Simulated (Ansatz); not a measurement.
## LiTaS3 (model cell, started as cubic perovskite with Ta in the octahedra): following an unstable mode

Wanted: the energy along a soft mode of LiTaS3 (model cell, started as cubic perovskite with Ta in the octahedra) and the structure at the end.

Method: DFT PBEsol, scalar-relativistic, plane waves, PAW; PAW set soft_1, in Ansatz 0.2.0.

The structure was built from a prototype and need not be the compound's stable phase.

### 1. Set-up

The structure is cubic, space group Pm-3m (No. 221). Conventional cell: a = 4.770 Å, b = 4.770 Å, c = 4.770 Å, α = 90.00°, β = 90.00°, γ = 90.00°. Nearest to Li lie 12 S at 3.37 Å. Ta has 6 S at 2.39 Å nearest. Nearest to S lie 2 Ta at 2.39 Å. Farther neighbours and most contacts between anions are not listed.

Coordinates:

```cif
data_structure
_symmetry_space_group_name_H-M 'P 1'
_symmetry_Int_Tables_number 1
_cell_length_a 4.7703
_cell_length_b 4.7703
_cell_length_c 4.7703
_cell_angle_alpha 90.000
_cell_angle_beta 90.000
_cell_angle_gamma 90.000
_cell_volume 108.55
loop_
_atom_site_label
_atom_site_type_symbol
_atom_site_fract_x
_atom_site_fract_y
_atom_site_fract_z
_atom_site_occupancy
Li1 Li 0.00000 0.00000 0.00000 1
Ta2 Ta 0.50000 0.50000 0.50000 1
S3 S 0.50000 0.50000 0.00000 1
S4 S 0.50000 0.00000 0.50000 1
S5 S 0.00000 0.50000 0.50000 1
```

### 2. Phonons on a q mesh

The cell comes from relaxations at this level that are not shown. Stability and thermal properties need the whole zone. Linear response on a 2×2×2 q mesh gives force constants as far as a supercell of that size would.

File input.yaml:

```yaml
crystal:
  lattice:
    - [4.7703316616, 0.0, 0.0]
    - [0.0, 4.7703316616, 0.0]
    - [0.0, 0.0, 4.7703316616]
  atoms:
    - { symbol: Li, position: [0.0, 0.0, 0.0] }
    - { symbol: Ta, position: [0.5, 0.5, 0.5] }
    - { symbol: S, position: [0.5, 0.5, 0.0] }
    - { symbol: S, position: [0.5, 0.0, 0.5] }
    - { symbol: S, position: [0.0, 0.5, 0.5] }
kpoints:
  mp_grid: { grid: [8, 8, 8] }
hamiltonian:
  xc: pbesol
  pseudopotentials: { kind: paw, azcp: { folder: soft_1 }, xc_functional: pbe }
scf:
  occupations: { method: methfessel_paxton, width: 0.2 }
output:
  eigenvalues: true
phonons:
  method: dfpt
  qmesh: [2, 2, 2]
  temperatures: { t_max: 1000, t_step: 50 }
  qpath:
    path:
      - [[0.0, 0.0, 0.0], [0.0, 0.5, 0.0], [0.5, 0.5, 0.0], [0.0, 0.0, 0.0], [0.5, 0.5, 0.5], [0.0, 0.5, 0.0]]
      - [[0.5, 0.5, 0.5], [0.5, 0.5, 0.0]]
    npoints: 10
```

The run is started by

```console
> ansatz run input.yaml --threads 8 --pin off --max-ram 16384MiB --backend cpu --events-out ev --progress --plain --runs-dir out
```

Numbers of over 12 decimals in the logs are rounded to 6 here.

The log of the run:

```text
Engine: ansatz 0.2.0, aarch64-unknown-linux-gnu
Pseudopotentials: kind: paw
Pseudopotential: Li, paw, valence charge 3, recommended cutoff 420 eV (normal), soft_1/Li.paw.azcp
Pseudopotential: Ta, paw, valence charge 13, recommended cutoff 420 eV (normal), soft_1/Ta.paw.azcp
Pseudopotential: S, paw, valence charge 6, recommended cutoff 420 eV (normal), soft_1/S.paw.azcp
Functional definition: PBEsol
  exchange = pbesol_x
  correlation = pbesol_c
Crystal: 5 atoms, lattice volume = 108.554 Å³
Basis set: ecut = 420 eV, 2103 PW (Γ), exchange–correlation on 64×64×64 points (8 copies of the dense FFT grid, shifted against one another)
Bands: 22, of which v1, the nominal top of the filled ones, is band 17 counted from 1 (16 counted from 0)
Symmetry: 48 space group operations
k-points: 35 of 512
Non-local potential: Li, projectors of the file, l = 0: 3, l = 1: 2, l = 2: 1
Non-local potential: Ta, projectors of the file, l = 0: 3, l = 1: 2, l = 2: 2, l = 3: 1
Non-local potential: S, projectors of the file, l = 0: 2, l = 1: 2, l = 2: 1
PAW form: soft (Blöchl's): semilocal exchange-correlation on the pseudo side does not see the compensation charge
PAW frozen core: Ta, regenerated for the run's functional, and the local potential with it (the file was generated under x = pbe(κ = 0.804, μ = 0.219515), c = pbe(β = 0.066725))
PAW frozen core: S, regenerated for the run's functional, and the local potential with it (the file was generated under x = pbe(κ = 0.804, μ = 0.219515), c = pbe(β = 0.066725))
PAW one-centre angular grid: Li, 110 points (default); XC on 64 Gauss nodes
PAW one-centre angular grid: Ta, 590 points (default); XC on 64 Gauss nodes
PAW one-centre angular grid: S, 110 points (default); XC on 64 Gauss nodes
Initial density: superposition of atomic densities (chi_scale 0.1, normalization cell, long waves kept (reshape's long-wave potential 0.00 eV rms))
Initial wavefunctions: pseudopotential atomic-orbital guess
Functional: x = pbesol(κ = 0.804, μ = 0.123457), c = pbesol(β = 0.046)
SCF iter   1: F=—  HF=-12669.310955 eV  |F-HF|=—  |Δ(HF+E_count)|=         —  Δρ=3.06e-2  dr2=1.79e0  ethr=3.10e-3  ⟨swp⟩=6.1  Hψ=4118  notcnv=0
preconditioner: auto → Kerker (q_TF=auto, 2.248 Å⁻¹)  [metal: Δε(μ)=0.015 eV  Ē_g=7.791 eV  σ=0.200 eV  W_gap=0.06  n_scr=18 (ndim 8)  ℏωp=17.5 eV  f_vac=0.000  D(μ)=4.43/eV (n_scr^D=32)]
SCF iter   2: F=—  HF=-12669.045177 eV  |F-HF|=—  |Δ(HF+E_count)|=   2.66e-1  S|Δr|=    0.00e0  Δρ=1.70e-2  dr2=6.10e-1  ethr=3.10e-3  ⟨swp⟩=1.1  Hψ=1063  notcnv=0
SCF iter   3: F=—  HF=-12668.919152 eV  |F-HF|=—  |Δ(HF+E_count)|=   1.26e-1  S|Δr|=    0.00e0  Δρ=4.17e-3  dr2=5.46e-2  ethr=1.80e-3  ⟨swp⟩=3.0  Hψ=1291  notcnv=0
SCF iter   4: F=—  HF=-12668.913041 eV  |F-HF|=—  |Δ(HF+E_count)|=   6.11e-3  S|Δr|=    0.00e0  Δρ=1.49e-3  dr2=8.04e-3  ethr=1.61e-4  ⟨swp⟩=1.9  Hψ=1285  notcnv=0  defer=15
SCF iter   5: F=—  HF=-12668.911948 eV  |F-HF|=—  |Δ(HF+E_count)|=   1.09e-3  S|Δr|=    0.00e0  Δρ=5.60e-4  dr2=6.07e-4  ethr=2.37e-5  ⟨swp⟩=2.2  Hψ=1056  notcnv=0  defer=15
SCF iter   6: F=—  HF=-12668.911915 eV  |F-HF|=—  |Δ(HF+E_count)|=   3.33e-5  S|Δr|=    0.00e0  Δρ=1.61e-4  dr2=3.90e-5  ethr=1.79e-6  ⟨swp⟩=2.1  Hψ=987  notcnv=0  defer=15
SCF iter   7: F=—  HF=-12668.911944 eV  |F-HF|=—  |Δ(HF+E_count)|=   2.92e-5  S|Δr|=    0.00e0  Δρ=3.55e-5  dr2=1.89e-6  ethr=1.15e-7  ⟨swp⟩=2.0  Hψ=1303  notcnv=0  defer=15
SCF iter   8: F=—  HF=-12668.911948 eV  |F-HF|=—  |Δ(HF+E_count)|=   4.43e-6  S|Δr|=    0.00e0  Δρ=1.05e-5  dr2=1.58e-7  ethr=5.55e-9  ⟨swp⟩=2.1  Hψ=1063  notcnv=0  defer=15
SCF iter   9: F=—  HF=-12668.911948 eV  |F-HF|=—  |Δ(HF+E_count)|=   1.66e-7  S|Δr|=    0.00e0  Δρ=1.85e-6  dr2=3.43e-9  ethr=4.63e-10  ⟨swp⟩=2.1  Hψ=1061  notcnv=0  defer=15
SCF iter  10: F=—  HF=-12668.911948 eV  |F-HF|=—  |Δ(HF+E_count)|=   6.39e-9  S|Δr|=    0.00e0  Δρ=4.29e-7  dr2=2.46e-10  ethr=1.01e-11  ⟨swp⟩=2.0  Hψ=1312  notcnv=0  defer=15
SCF iter  11: F=-12668.911948 eV  HF=-12668.911948 eV  |F-HF|=1.82e-12  |Δ(HF+E_count)|=  2.62e-10  S|Δr|=    0.00e0  Δρ=7.98e-8  dr2=7.69e-12  ethr=1.00e-12  ⟨swp⟩=9.4  Hψ=4683  notcnv=0
SCF 1 converged in 11 iterations: F = -12668.911948 eV  dr2 = 7.69e-12
  greatest PAW one-centre occupation: 0.999 electrons in one spin orbital (limit 2), on the Li atom at site 0 (counted from 0), in its partial waves of l = 0
Initial density: read from a saved state, or passed on in memory by an earlier SCF of this step, an earlier step, the calling program or the single point that the run made first
iter 1 solved again at ethr=1.74e-6 eV; its pass at ethr=3.10e-3 eV (dr2=5.93e-4 eV) is discarded
SCF iter   1: F=—  HF=-12668.911948 eV  |F-HF|=—  |Δ(HF+E_count)|=         —  Δρ=2.21e-6  dr2=3.69e-9  ethr=1.74e-6  ⟨swp⟩=3.1  Hψ=6149  notcnv=0
eigensolver tolerance schedule: the retry pair's looser diagonalisation over-reported the residual by 160849.10 of it (diagonalisation noise at an unbounded share of the residual, at the tolerance the schedule requests for it); recorded, not acted on — ethr = c·dr2/N_el stays at c = 1.0e-1
preconditioner: auto → LDOS  [insulator: Δε(μ)=0.130 eV  Ē_g=7.866 eV  σ=0.200 eV  W_gap=0.52  n_scr=18 (ndim 8)  ℏωp=17.5 eV  f_vac=0.016  D(μ)=1.69/eV (n_scr^D=6)  ε∞_Penn≈5.9  β→1.0]
SCF iter   2: F=—  HF=-12668.911948 eV  |F-HF|=—  |Δ(HF+E_count)|=   7.74e-7  S|Δr|=    0.00e0  Δρ=2.53e-6  dr2=5.62e-9  ethr=1.08e-11  ⟨swp⟩=4.6  Hψ=2260  notcnv=0
SCF iter   3: F=—  HF=-12668.911948 eV  |F-HF|=—  |Δ(HF+E_count)|=   1.26e-9  S|Δr|=    0.00e0  Δρ=1.17e-6  dr2=9.79e-10  ethr=1.08e-11  ⟨swp⟩=2.0  Hψ=1186  notcnv=0
SCF iter   4: F=—  HF=-12668.911948 eV  |F-HF|=—  |Δ(HF+E_count)|=  1.27e-10  S|Δr|=    0.00e0  Δρ=8.00e-7  dr2=4.98e-10  ethr=2.88e-12  ⟨swp⟩=1.0  Hψ=770  notcnv=0
SCF iter   5: F=—  HF=-12668.911948 eV  |F-HF|=—  |Δ(HF+E_count)|=  5.82e-11  S|Δr|=    0.00e0  Δρ=5.72e-7  dr2=2.50e-10  ethr=1.47e-12  ⟨swp⟩=1.0  Hψ=770  notcnv=0
SCF iter   6: F=-12668.911948 eV  HF=-12668.911948 eV  |F-HF|=3.64e-12  |Δ(HF+E_count)|=  6.00e-11  S|Δr|=    0.00e0  Δρ=3.41e-8  dr2=8.42e-13  ethr=1.00e-12  ⟨swp⟩=2.1  Hψ=2437  notcnv=0
SCF 2 converged in 6 iterations: F = -12668.911948 eV  dr2 = 8.42e-13
phonons: the bands overlap, so this run is a metal and interpolates without the dipole-dipole term. If the crystal is really an insulator or semiconductor, its LO-TO splitting is missing
NSCF: frozen V_eff on 35 k-points
WARN: eigensolver did not converge in 12 slots of this pass, the one above among them; of largest residual over every band (k=31): 1 band(s) unlocked (lowest unlocked band 21, counted from 0; max residual 1.36e-2 eV among the unlocked bands, 1.36e-2 eV over every band); of lowest unlocked band (k=0): band 21
NSCF: frozen V_eff on 125 k-points
DFPT response loops at q = (0, 0, 0) (fractional): preconditioner auto → Kerker (q_TF=auto, 2.248 Å⁻¹) (partly filled bands, converged f_vac=0.016); β = 1.00, the filter's whole step (`scf.mixing.beta` (0.50) is not read by the response loops under this deck's `scf.mixing.preconditioner`; to damp them name `kerker` or `kerker_dos`, under which they read `scf.mixing.beta`, and type it under 1.00, their step now; both keys bind the ground state too); Broyden in place of MSR1
NSCF: frozen V_eff on 250 k-points
DFPT response loops at q = (0, 0, -0.5) (fractional): mixed as the last ones told, above
NSCF: frozen V_eff on 250 k-points
DFPT response loops at q = (0, -0.5, -0.5) (fractional): mixed as the last ones told, above
NSCF: frozen V_eff on 250 k-points
DFPT response loops at q = (-0.5, -0.5, -0.5) (fractional): mixed as the last ones told, above
SCF converged after 11 iterations
Stability not checked: this state was not tested for a lower state beside it, because cold or Methfessel-Paxton smearing, or corrected tetrahedra, fill the levels in a way that the test cannot read (fill_not_monotonic; see scf.lower_state_search)
Free energy (F): -12668.911948 eV
Harris-Foulkes:  -12668.911948 eV  (|F-HF|=1.82e-12)
Internal energy: -12668.915412 eV  (E = F + TS)
E sigma→0 (E₀):  -12668.912814 eV
Entropy (-TS):   0.003463 eV (0.693 meV/atom)
Fermi energy:    6.144725 eV
Step filling:    the computed levels leave a gap of 0.1305 eV = 0.7 smearing widths at the electron count; against every level under it full and every level over it empty, smearing changes F+E_penalty+E_count by +4.726 meV and its σ→0 estimate by +3.861 meV
--- Per-component energies (eV) ---
  E_band       = -366.229504
  E_kinetic    = 723.524629
  E_local      = -1927.085103  (includes V_loc(G=0)·N_el)
  E_nonlocal   = 75.617315
  E_hartree    = 701.745259
  E_xc         = -590.672756
  E_vxc        = -491.291299  (∫ρ·V_xc dr)
  E_paw        = -9980.675468  (= ΣΔE_a)
  E_vpaw       = -150.485837  (= ΣTr[D̂ρ^β])
  E_aug_tail   = 0.000360  (compensation charges beyond the density's cutoff)
  E_ewald      = -1671.769209
  E_core_change = 0.399561  (= ΣΔE_core)
  E_smearing   = 0.003463  (= −TS)
  E_closure    = -0.000000  (closes the sum)
  Σ components = -12668.911948   (vs F -12668.911948, Δ=0.00e0)
--- Band table (eV; the first three rows and the last of 35) ---
  k-point 0: bands = [... 13 lower, 4.8180, 5.4032, 5.4032, 5.4032, 5.4200, 5.4200, 5.4200, 8.1426, ... 1 higher]
  k-point 1: bands = [... 13 lower, 4.7381, 4.8152, 5.2177, 5.2177, 5.4287, 6.2613, 6.2613, 8.1517, ... 1 higher]
  k-point 2: bands = [... 13 lower, 3.9793, 4.5576, 5.2257, 5.2257, 5.4498, 7.2693, 7.2693, 8.1702, ... 1 higher]
  k-point 34: bands = [... 13 lower, 1.2156, 6.2480, 6.2480, 6.2480, 8.4899, 8.8941, 8.8941, 8.8941, ... 1 higher]
--- Phonons (Γ-DFPT): 4 representative perturbations + reference (Σ response iterations 12) ---
  ASR residual: 2.978e-5 → 0.000e0 eV/Å²; symmetrization residual: 8.643e-7 eV/Å²
  ASR residual per site (eV/Å²): 4.76e-6 2.98e-5 2.04e-5 2.04e-5 2.04e-5
  Γ frequencies (cm⁻¹): -176.61 -176.61 -176.61 0.00 0.00 0.00 40.43 40.43 40.43 56.86 56.86 56.86 363.09 363.09 363.09
--- Phonons (arbitrary-q DFPT): 4 irreducible q on the 2×2×2 mesh ---
  q = [0.0000, 0.0000, 0.0000] (star 1, of the zone-centre solve; hermiticity 1.33e-7, symmetrization 5.99e-14): -176.61 -176.61 -176.61 -0.00 0.00 0.00 40.43 40.43 40.43 56.86 56.86 56.86 363.09 363.09 363.09
  q = [0.0000, 0.0000, -0.5000] (star 3, 9 solved perturbations in 975 linear systems a pass and spin channel, the states on 125 of 512 k-point pairs; hermiticity 2.01e-7, symmetrization 2.22e-8): -169.66 -169.66 -134.73 -25.44 -25.44 52.85 52.85 95.38 123.61 135.94 135.94 193.71 360.05 360.05 456.92
  q = [0.0000, -0.5000, -0.5000] (star 3, 9 solved perturbations in 975 linear systems a pass and spin channel, the states on 125 of 512 k-point pairs; hermiticity 6.18e-7, symmetrization 4.22e-7): -164.37 -164.37 -159.51 -130.82 -34.78 117.81 117.81 130.16 130.16 188.81 188.81 196.65 204.67 357.47 490.94
  q = [-0.5000, -0.5000, -0.5000] (star 1, 4 solved perturbations in 350 linear systems a pass and spin channel, the states on 125 of 512 k-point pairs; hermiticity 3.65e-8, symmetrization 2.18e-8): -167.50 -167.50 -167.50 -142.81 -142.81 -130.08 -130.08 -130.08 172.13 172.13 172.13 202.94 202.94 202.94 516.16
  sum rule: each row above includes the acoustic sum rule's correction from the zone centre's row sums; it moved no ω² by more than (0.43 cm⁻¹)²
  mesh force constants: q→R imaginary residual 2.40e-18; ASR residual 2.978e-5 → 0.000e0 eV/Å²; symmetrization residual 1.243e-14 eV/Å²
  interpolated dispersion: 62 rows × 15 modes
  density of states and harmonic sums: on the 14×14×14 q-mesh, interpolated from the force constants of a 2×2×2 supercell (no non-analytic term)
  largest difference from the sums on the solved wave vectors: F 2.26e-1 eV, S 3.00e-4 and C_V 7.60e-5 eV/K
  zero-point energy: 0.120400 eV/cell   skipped modes (ω ≤ 0): 575, of them read as no rigid motion or as one in doubt: 572 (4.630e0 modes/cell left out, lowest -176.61 cm⁻¹)   left out of the sums: 3.09e-1 of the cell's modes: C_V's classical limit lies that fraction below 3 k_B per atom; for a crystal, a wire or a layer, F and S can be off by more, and a phonons.interpolated_qmesh denser along its periods is the remedy for the sampling
```

It took 66 s on 8 threads of Arm Neoverse V2, shared host; peak memory 1.1 GiB; 8.2 min of CPU time.

Numbers from this step:

```
volume per atom                                         : 21.71 Å³
gap on the k-mesh                                       : 0 eV
sum-rule residual before enforcement                    : 2.98e-5 eV/Å²
lowest frequency on the path                            : -176.6 cm⁻¹
point group                                             : m-3m
highest frequency on the path or at a solved wavevector : 516.2 cm⁻¹
highest optical mode at the zone centre (no LO-TO term) : 363.1 cm⁻¹
lowest optical zone-centre mode                         : -176.6 cm⁻¹
lowest mode on the q mesh (acoustic modes at Γ apart)   : -176.6 cm⁻¹
```

Frequencies (cm⁻¹) solved at each irreducible wavevector; negative means imaginary. Frequencies by wavevector, by row:

```csv
q in reciprocal lattice units,star,mode 1,mode 2,mode 3,mode 4,mode 13,mode 14,mode 15
0 0 0,1,-176.6,-176.6,-176.6,0,363.1,363.1,363.1
0 0 -0.5,3,-169.7,-169.7,-134.7,-25.4,360.1,360.1,456.9
0 -0.5 -0.5,3,-164.4,-164.4,-159.5,-130.8,204.7,357.5,490.9
-0.5 -0.5 -0.5,1,-167.5,-167.5,-167.5,-142.8,202.9,202.9,516.2
```

Interpolated from a 2×2×2 q mesh. The phonon branches at the labelled points (cm⁻¹):

```csv
point,branch 1,branch 2,branch 3,branch 4,branch 12,branch 13,branch 14,branch 15
Γ,-177,-177,-177,0,57,363,363,363
halfway,-173,-173,-155,-14,140,362,362,409
X,-170,-170,-135,-25,194,360,360,457
halfway,-167,-165,-153,-82,200,288,359,477
M,-164,-164,-160,-131,197,205,358,491
halfway,-169,-164,-161,-59,170,323,361,447
Γ,-177,-177,-177,0,57,363,363,363
halfway,-164,-164,-163,-63,176,299,299,480
R,-168,-168,-168,-143,203,203,203,516
halfway,-166,-165,-160,-89,203,242,272,501
X,-170,-170,-135,-25,194,360,360,457
jump to R,-168,-168,-168,-143,203,203,203,516
halfway,-166,-166,-164,-130,197,204,222,512
M,-164,-164,-160,-131,197,205,358,491
```

Symmetry leaves 4 wavevectors to solve. The lowest mode among them, the acoustic zeros apart, lies at Γ and is imaginary, 176.6i cm⁻¹, so the energy falls along it.

### 3. The mode frozen in, largest atomic shift 0 Å

The mode followed lies at q = (0, 0, -0.5) with frequency 169.7i cm⁻¹ and is 2-fold degenerate, one of the unstable modes though not the softest. At small amplitude the distorted cell has space group no. 63 by a symmetry search on the positions. The undistorted cell that holds it gives the zero of energy on the same k mesh.

System of this step: LiTaS3 (model cell, started as cubic perovskite with Ta in the octahedra). The structure is cubic, space group Pm-3m (No. 221). Conventional cell: a = 4.770 Å, b = 4.770 Å, c = 4.770 Å, α = 90.00°, β = 90.00°, γ = 90.00°. Nearest to Li lie 12 S at 3.37 Å. Ta has 6 S at 2.39 Å nearest. S has 2 Ta at 2.39 Å nearest. Nearest to S lie 2 Ta at 2.39 Å. Farther neighbours and most contacts between anions are not listed.

File input.yaml:

```yaml
crystal:
  lattice:
    - [4.7703316616, 0.0, 0.0]
    - [0.0, 4.7703316616, 0.0]
    - [0.0, 0.0, 9.5406633232]
  atoms:
    - { symbol: Li, position: [0.0, 0.0, 0.0] }
    - { symbol: Li, position: [0.0, 0.0, 0.5] }
    - { symbol: Ta, position: [0.5, 0.5, 0.25] }
    - { symbol: Ta, position: [0.5, 0.5, 0.75] }
    - { symbol: S, position: [0.5, 0.5, 0.0] }
    - { symbol: S, position: [0.5, 0.5, 0.5] }
    - { symbol: S, position: [0.5, 0.0, 0.25] }
    - { symbol: S, position: [0.5, 0.0, 0.75] }
    - { symbol: S, position: [0.0, 0.5, 0.25] }
    - { symbol: S, position: [0.0, 0.5, 0.75] }
kpoints:
  mp_grid: { grid: [8, 8, 4] }
hamiltonian:
  xc: pbesol
  pseudopotentials: { kind: paw, azcp: { folder: soft_1 }, xc_functional: pbe }
scf:
  occupations: { method: methfessel_paxton, width: 0.2 }
output:
  forces: true
  stress: true
  eigenvalues: true
```

The log of the run:

```text
[...]
Crystal: 10 atoms, lattice volume = 217.108 Å³
Basis set: ecut = 420 eV, 4207 PW (Γ), exchange–correlation on 64×64×128 points (8 copies of the dense FFT grid, shifted against one another)
Bands: 44, of which v1, the nominal top of the filled ones, is band 34 counted from 1 (33 counted from 0)
Symmetry: 32 space group operations
[...]
k-points: 45 of 256
[...]
k-point 0: bands = [... 30 lower, 5.2540, 5.4032, 5.4032, 5.4032, 5.4200, 5.4200, 5.4200, 5.4802, ... 6 higher]
  k-point 1: bands = [... 30 lower, 5.2177, 5.2177, 5.2452, 5.2452, 5.4287, 5.4712, 6.2613, 6.2613, ... 6 higher]
  k-point 2: bands = [... 30 lower, 5.2257, 5.2257, 5.2257, 5.2257, 5.4498, 5.4498, 7.2693, 7.2693, ... 6 higher]
  k-point 44: bands = [... 30 lower, 5.3462, 5.3462, 6.2344, 6.2344, 8.4984, 8.4984, 8.4984, 8.4984, ... 6 higher]
[key lines of the parts left out:]
SCF converged after 9 iterations
Free energy (F): -25337.823897 eV
Fermi energy:    6.144719 eV
P = ⅓ Tr σ = -0.0067 GPa (-0.067 kbar)
```

Run time: 3.2 s. Hardware: 8 threads; peak memory 0.91 GiB; 23 s of CPU time.

Numbers from this step:

* pressure: -0.006730 GPa
* energy from the undistorted cell: 0 meV/atom

The run ends at a pressure of -0.01 GPa.

[end of part 1 of 3]

[Logs are printed without paths, hosts, clocks, repeated set-up lines and the standing remarks that a program may print on its own settings, such as how far it seeks lower states.]

[Hosts, paths, dates, database ids (printed as entryN), source tags and the programs' standing remarks are cut or masked in the printed files.]
